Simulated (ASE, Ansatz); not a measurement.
**Relaxing random hcp alloy of Hf and Zr (288 atoms)**

How does random hcp alloy of Hf and Zr (288 atoms) relax, and what do bonds, charges and levels look like afterwards?

Method: Kohn-Sham DFT, PBE, PAW (set soft_2), plane waves, in Ansatz 0.2.0.

### 1. Starting point

The cell holds 288 atoms: 252 Zr and 36 Hf. Its edges and angles: a = 19.364 Å, b = 19.364 Å, c = 20.540 Å, α = 90.0°, β = 90.0°, γ = 120.0°. It derives from Hf (hcp) and Zr, repeated 6×6×4. Hcp Hf, 6 x 6 x 4 conventional cells, 252 of 288 Hf sites given to Zr at random (x = 0.875), lattice by Vegard's rule (a = 3.227 Å, c = 5.135 Å); not relaxed, displaced by a Gaussian of 0.02 Å.

Before any run, some limits are plain. The host structure and its lattice constant were typed by rule, without a check against the phase diagram. Sampling is at Γ alone, for a cell whose shortest periodic width is 17 Å. No spin–orbit coupling is included, so levels derived from the heavy atoms are approximate.

### 2. Single point at the start

The forces at the start show how far the geometry lies from a minimum of this functional.

input.yaml

```yaml
crystal:
  lattice:
    - [19.3644, 0.0, 0.0]
    - [-9.6822, 16.77006, 0.0]
    - [0.0, 0.0, 20.54]
  atoms:
    - { symbol: Zr, position: [0.00054, 0.00198, 0.99927] }
    - { symbol: Zr, position: [0.05582, 0.11217, 0.12354] }
    - { symbol: Hf, position: [0.00041, 0.00148, 0.25047] }
    - { symbol: Zr, position: [0.05673, 0.11156, 0.3743] }
    [... 278 atom lines left out ...]
    - { symbol: Zr, position: [0.83485, 0.83464, 0.24958] }
    - { symbol: Zr, position: [0.88989, 0.9452, 0.37338] }
    - { symbol: Zr, position: [0.83196, 0.83372, 0.50055] }
    - { symbol: Hf, position: [0.8891, 0.94458, 0.6261] }
    - { symbol: Zr, position: [0.83354, 0.8358, 0.74892] }
    - { symbol: Zr, position: [0.8905, 0.94574, 0.8757] }
kpoints:
  mp_grid: { grid: [1, 1, 1] }
hamiltonian:
  xc: pbe
scf:
  occupations: { method: fermi_dirac, width: 0.1 }
output:
  forces: true
  stress: true
  populations: true
  dos:
    method: { smearing: { sigma: 0.15 } }
    de: 0.1
    projected: { site_lists: { Hf: [Hf], Zr: [Zr] } }
  eigenvalues: true
```

Started as:

```
$ ansatz run input.yaml --threads 32 --pin off --max-ram 143360MiB --backend cuda --events-out ev --progress --plain --runs-dir out
```

The job ended after 10 s (1 × NVIDIA GB200 with 32 threads of Arm Neoverse V2, shared host; peak memory 4.7 GiB).

That memory is the host's; the program planned up to 35.2 GiB on the GPU. Forces of this run were stored rounded, and per-atom blocks of the log weren't kept.

The run gave:

| Item | Value |
| --- | --- |
| free energy | -1620298.6407 eV |
| free energy per atom | -5626.0369 eV/atom |
| SCF cycles | 10 |
| pressure | 0.4352 GPa |
| r.m.s. force component | 0.1403 eV/Å |
| longest force | 0.5993 eV/Å |
| Fermi energy | 14.74 eV |
| levels partly filled by over 2 per cent | 131 |
| spilling of the projection | 0.00522 |

The r.m.s. force component of 0.14 eV/Å and the pressure of 0.44 GPa set the starting point.

Length of the force by element:

```csv
element,coordination,atoms,mean length of the force (eV/Å),spread,least,most
Hf,all,36,0.229,0.0878,0.0675,0.429
Zr,all,252,0.223,0.0972,0.0296,0.599
```

### 3. Cell and atoms relaxed

Cell and atoms are freed together, to release stress as well as forces.

input.yaml, the sections that differ from step 2:

```yaml
output:
  forces: true
relax:
  f_tol: 0.05
  max_steps: 97
  cell: {}
# crystal, kpoints, hamiltonian, scf: as in step 2
```

Wall time 22 s (1 × NVIDIA GB200 with 32 threads); peak memory 2.4 GiB; 59 s of CPU time.

That memory is the host's; the program planned up to 34.7 GiB on the GPU.

The program notes that the band table was not solved further than the SCF left it.

The steps of the relaxation:

| step | energy less that of the first step (eV) | largest force component (eV/Å) | pressure (GPa) | volume (Å³) |
| --- | --- | --- | --- | --- |
| 1 | 0.0000 | 0.4381 | 0.44 | 6670.20 |
| 2 | -0.1212 | 0.4703 | -0.63 | 6746.99 |
| 3 | -1.3699 | 0.0300 | -0.02 | 6697.91 |
| 4 | -1.3742 | 0.0299 | -0.02 | 6697.91 |

| cell as run | before | after | change |
| --- | --- | --- | --- |
| a (Å) | 19.364 | 19.306 | -0.3 % |
| b (Å) | 19.364 | 19.307 | -0.3 % |
| c (Å) | 20.540 | 20.751 | +1.0 % |
| α (°) | 90.00 | 89.98 | -0.0 % |
| β (°) | 90.00 | 90.03 | +0.0 % |
| volume (Å³/atom) | 23.16 | 23.26 | +0.4 % |

The atoms that moved most (Å, as changes of fractional coordinates times the final cell):

| atom | dx | dy | dz | length |
| --- | --- | --- | --- | --- |
| Zr82 | -0.002 | -0.076 | -0.044 | 0.088 |
| Zr100 | -0.071 | 0.002 | -0.044 | 0.083 |
| Zr224 | 0.021 | 0.035 | -0.068 | 0.079 |
| Zr222 | -0.051 | -0.044 | -0.040 | 0.078 |
| Zr128 | 0.073 | 0.009 | -0.016 | 0.075 |
| Zr234 | -0.041 | -0.042 | 0.047 | 0.075 |
| Zr64 | 0.065 | 0.007 | 0.037 | 0.075 |
| Hf177 | 0.063 | 0.022 | -0.033 | 0.075 |

The relaxation changed the energy by -4.77 meV/atom, and atoms moved by 0.039 Å r.m.s., 0.088 Å at most.

### 4. Distances and neighbours after relaxation

Bonds before and after, by the cutoffs listed below:

```
 pair  bonds before  bonds after  mean before (Å)  mean after (Å)  spread before (Å)  spread after (Å)
Zr-Zr          1322         1322            3.200           3.207              0.040             0.017
Zr-Hf           380          380            3.200           3.196              0.040             0.019
Hf-Hf            26           26            3.194           3.177              0.032             0.016
```

Density 7.29 g/cm³, 23.26 Å³ an atom.

g(r), total and by pair (bins of 0.1 Å):

```
r (Å)  total  Zr-Zr  Zr-Hf  Hf-Hf
 3.05   0.00   0.00   0.00   0.00
 3.15   9.69   8.49  13.30  18.00
 3.25  12.00  13.10   8.59   3.16
 3.35   0.00   0.00   0.00   0.00
 3.45   0.00   0.00   0.00   0.00
 3.55   0.00   0.00   0.00   0.00
 3.65   0.00   0.00   0.00   0.00
 3.75   0.00   0.00   0.00   0.00
 3.85   0.00   0.00   0.00   0.00
 3.95   0.00   0.00   0.00   0.00
 4.05   0.00   0.00   0.00   0.00
 4.15   0.00   0.00   0.00   0.00
 4.25   0.00   0.00   0.00   0.00
 4.35   0.00   0.00   0.00   0.00
 4.45   0.20   0.23   0.09   0.41
 4.55   5.21   5.21   5.12   6.42
 4.65   0.00   0.00   0.00   0.00
 4.75   0.00   0.00   0.00   0.00
 4.85   0.00   0.00   0.00   0.00
 4.95   0.00   0.00   0.00   0.00
 5.05   0.00   0.00   0.00   0.00
 5.15   1.08   1.07   1.10   0.92
 5.25   0.30   0.30   0.30   0.30
 5.35   0.00   0.00   0.00   0.00
 5.45   0.00   0.00   0.00   0.00
 5.55  10.70  10.60  11.00   8.76
 5.65   0.10   0.11   0.07   0.00
 5.75   0.00   0.00   0.00   0.00
 5.85   0.00   0.00   0.00   0.00
 5.95   0.00   0.00   0.00   0.00
 6.05   1.97   1.89   2.20   3.12
 6.15   3.98   4.06   3.76   2.85
 6.25   0.00   0.00   0.00   0.00
 6.35   0.05   0.05   0.06   0.20
 6.45   2.63   2.64   2.61   2.57
 6.55   0.00   0.00   0.00   0.00
 6.65   0.00   0.00   0.00   0.00
 6.75   0.00   0.00   0.00   0.00
 6.85   0.00   0.00   0.00   0.00
 6.95   0.00   0.00   0.00   0.00
 7.05   0.00   0.00   0.00   0.00
 7.15   3.92   3.90   4.06   2.72
 7.25   0.39   0.38   0.41   0.47
 7.35   0.00   0.00   0.00   0.00
```

Neighbours by pair of elements; one cutoff, the widest of the pairs' first minima of g(r), serves all pairs of this metal:

| pair A-B | cutoff (Å) | bonds | mean length (Å) | spread (Å) | shortest (Å) | B about A | A about B |
| --- | --- | --- | --- | --- | --- | --- | --- |
| Zr-Zr | 3.62 | 1322 | 3.21 | 0.017 | 3.15 | 10.5 | 10.5 |
| Zr-Hf | 3.62 | 380 | 3.20 | 0.019 | 3.16 | 1.51 | 10.6 |
| Hf-Hf | 3.62 | 26 | 3.18 | 0.016 | 3.15 | 1.44 | 1.44 |

How many atoms have how many bonded neighbours:

```
element  mean   12
     Hf    12   36
     Zr    12  252
```

First main peaks of g(r), for some of the pairs, lie near 3.21 Å (Zr-Zr), 3.19 Å (Zr-Hf) and 3.18 Å (Hf-Hf). With the cutoffs above, all Hf atoms have 12 and all Zr atoms have 12 bonded neighbours.

### 5. Single point at the relaxed geometry

The electronic structure is read at the final geometry, in a run of its own.

input.yaml

```yaml
crystal:
  lattice:
    - [19.306, -0.00113, -0.00519]
    - [-9.65398, 16.71968, 0.00407]
    - [-0.0055, 0.00181, 20.75075]
  atoms:
    - { symbol: Zr, position: [0.99986, 0.99951, 0.99999] }
    - { symbol: Zr, position: [0.05664, 0.11162, 0.12615] }
    - { symbol: Hf, position: [0.00108, 0.00032, 0.25022] }
    - { symbol: Zr, position: [0.05545, 0.11005, 0.37452] }
    [... 278 atom lines left out ...]
    - { symbol: Zr, position: [0.83282, 0.83369, 0.24926] }
    - { symbol: Zr, position: [0.89027, 0.9456, 0.37452] }
    - { symbol: Zr, position: [0.8336, 0.83431, 0.50028] }
    - { symbol: Hf, position: [0.88945, 0.9448, 0.62417] }
    - { symbol: Zr, position: [0.83393, 0.83369, 0.74958] }
    - { symbol: Zr, position: [0.88881, 0.94463, 0.87507] }
kpoints:
  mp_grid: { grid: [1, 1, 1] }
hamiltonian:
  xc: pbe
scf:
  occupations: { method: fermi_dirac, width: 0.1 }
output:
  forces: true
  stress: true
  populations: intrinsic
  dos:
    method: { smearing: { sigma: 0.1 } }
    de: 0.1
    projected: { site_lists: { Hf: [Hf], Zr: [Zr] } }
  eigenvalues: true
  write_density: true
  write_potential: true
  volumetric_format: npy
```

The job ended after 12 s (1 × NVIDIA GB200 with 32 threads; peak memory 4.9 GiB).

That memory is the host's; the program planned up to 35.4 GiB on the GPU.

The run gave:

| Item | Value |
| --- | --- |
| free energy | -1620300.0149 eV |
| free energy per atom | -5626.0417 eV/atom |
| SCF cycles | 10 |
| pressure | -0.01673 GPa |
| r.m.s. force component | 0.00832 eV/Å |
| longest force | 0.03182 eV/Å |
| Fermi energy | 14.67 eV |
| levels partly filled by over 2 per cent | 131 |

Intrinsic-atomic-orbital charges by element:

| element | coordination | atoms | mean charge (e) | spread | least | most |
| --- | --- | --- | --- | --- | --- | --- |
| Hf | all | 36 | 0.0139 | 0.0041 | 0.0078 | 0.0228 |
| Zr | all | 252 | -0.002 | 0.0048 | -0.014 | 0.0119 |

States in the cell by windows of 1 eV, zero at the Fermi level; some projections on atomic orbitals stand beside the total:

```csv
from (eV),to (eV),total,Zr d,Zr s,Hf d,Hf f
-14,-13,0.0,0.0,0.0,0.0,0.0
-13,-12,51.6,0.0,0.0,0.0,51.6
-12,-11,451.7,0.1,0.0,0.0,451.6
-11,-7,0.0,0.0,0.0,0.0,0.0
-7,-6,0.5,0.0,0.4,0.0,0.0
-6,-5,17.4,0.3,12.8,0.1,0.0
-5,-4,32.5,2.0,23.1,0.3,0.0
-4,-3,113.4,33.8,59.9,5.2,0.0
-3,-2,297.3,198.5,59.9,28.4,0.0
-2,-1,338.2,265.8,23.0,36.3,0.0
-1,0,338.1,269.5,14.5,35.1,0.0
0,1,500.6,393.4,25.0,49.6,0.0
```

The stored curve holds about 1641 of the 3960 electrons; the rest, give or take the few that broadening carries across the Fermi level, lie in deeper levels below its range.

Not all projections were asked for or kept, so they needn't add up to the total.

The levels nearest the highest filled one (over half full), pooled over k-points and spins:

```csv
level less the highest filled one (eV),occupation
-0.0208,1.11
-0.0112,1.06
-0.0085,1.05
-0.0071,1.04
-0.0028,1.02
0,1.00
0.004,0.984
0.0078,0.964
0.0117,0.945
0.016,0.924
0.0209,0.899
0.0261,0.873
```

Mean intrinsic-atomic-orbital charges: Hf +0.01, Zr -0.00 e. Among metals such projection charges depend strongly on the orbitals used and are no measure of ionicity. Within 0.4 eV of the Fermi level the largest share is Zr d (84 % of the projected weight).

### 6. Results

* energy change in the relaxation: -4.772 meV/atom
* r.m.s. displacement: 0.039 Å
* largest displacement: 0.088 Å
* free energy per atom: -5626.0417 eV/atom
* density: 7.292 g/cm³
* pressure: -0.01673 GPa
* r.m.s. force component: 0.00832 eV/Å
* wall time of the 3 DFT runs: 44 s

**Reading.** Relaxation lowers the energy by 4.77 meV/atom and moves atoms by 0.039 Å r.m.s.; the r.m.s. force component goes from 0.14 to 0.0083 eV/Å, the pressure goes from 0.44 to -0.017 GPa. Displacements are taken in the final cell, so they leave out its strain. By the final cutoffs no bond was broken or made. The r.m.s. move is of the size of the random displacements put into the start (0.035 Å r.m.s. in three dimensions). The cell grew by 0.4 % in volume. From the first step to the last the energy fell by 1.374 eV, and the largest move was 0.09 Å (Zr82). The Hf-Hf bonds change most in mean length: from 3.194 Å (spread 0.032) to 3.177 Å (spread 0.016). With the cutoffs above, all Hf atoms have 12 and all Zr atoms have 12 bonded neighbours. 131 levels are partly filled, by over 2 % (at Γ alone), as in a metal.

[Logs are printed without paths, hosts, clocks, repeated set-up lines and the standing remarks that a program may print on its own settings, such as how far it seeks lower states.]

[Hosts, paths, dates, database ids (printed as entryN), source tags and the programs' standing remarks are cut or masked in the printed files.]
